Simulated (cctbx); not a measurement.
## Fe2WS4 across an absorption edge

Space group Pnma (no. 62), a = 13.1080 Å, b = 7.6160 Å, c = 6.2790 Å, α = 90.00°, β = 90.00°, γ = 90.00°.

| atom | mult. | x | y | z | Ueq (Å²) |
| --- | --- | --- | --- | --- | --- |
| W1 | 4 | 0.0853 | 1/4 | 0.4202 | 0.0157 |
| Fe1 | 4 | 0.2671 | 1/4 | 0.9941 | 0.0271 |
| Fe2 | 4 | 1/2 | 1/2 | 1/2 | 0.0271 |
| S1 | 4 | 0.9224 | 1/4 | 0.2440 | 0.0279 |
| S2 | 4 | 0.0918 | 1/4 | 0.8157 | 0.0335 |
| S3 | 8 | 0.8337 | 0.5002 | 0.7628 | 0.0323 |

The model is made up (kin elements in a known structure type, no relaxation), so it says nothing on whether the phase exists.

Calculated with cctbx: free-atom f′ and f″ from the Sasaki tables, no fine structure; amplitudes in electrons.

| E (eV) | F 1 0 1 | F 2 1 0 | F 3 0 1 | F 0 0 2 |
| --- | --- | --- | --- | --- |
| 6512 | 95.4 | 213.7 | 97.7 | 98.8 |
| 6862 | 97.4 | 213.5 | 93.5 | 92.3 |
| 6992 | 99.6 | 213.7 | 89.8 | 86.6 |
| 7052 | 102.0 | 214.1 | 86.0 | 80.9 |
| 7082 | 104.3 | 214.6 | 82.6 | 75.8 |
| 7097 | 106.8 | 215.2 | 78.9 | 70.2 |
| 7104 | 109.1 | 215.7 | 75.5 | 65.3 |
| 7108 | 111.5 | 216.3 | 72.0 | 60.0 |
| 7116 | 111.1 | 216.2 | 73.5 | 67.1 |
| 7120 | 108.1 | 215.4 | 77.6 | 72.6 |
| 7127 | 105.5 | 214.8 | 81.2 | 77.5 |
| 7142 | 102.7 | 214.1 | 85.1 | 83.0 |
| 7172 | 99.9 | 213.4 | 88.9 | 88.3 |
| 7262 | 95.8 | 212.2 | 94.2 | 95.6 |
| 7512 | 91.3 | 210.5 | 99.6 | 102.8 |

**Question.** Which edge is crossed, and why do the reflections move as they do?

The K edge of Fe. The edge is at 7112 eV. f′ of Fe falls from -3.8 e at 6992 eV to -7.3 e at 4 eV below it, and f″ steps from 0.47 to 3.94 e across it. Over that approach |F| changes by +12 % (1 0 1), +1 % (2 1 0), -20 % (3 0 1) and -31 % (0 0 2): a reflection falls where Fe scatters in phase with the total and rises where it scatters against it; it hardly moves where the Fe term is small or cancels by symmetry. Above the edge the larger f″ enters the imaginary part, where it can add to or cancel the other atoms' f″. The structure is centrosymmetric, so Friedel mates stay equal.
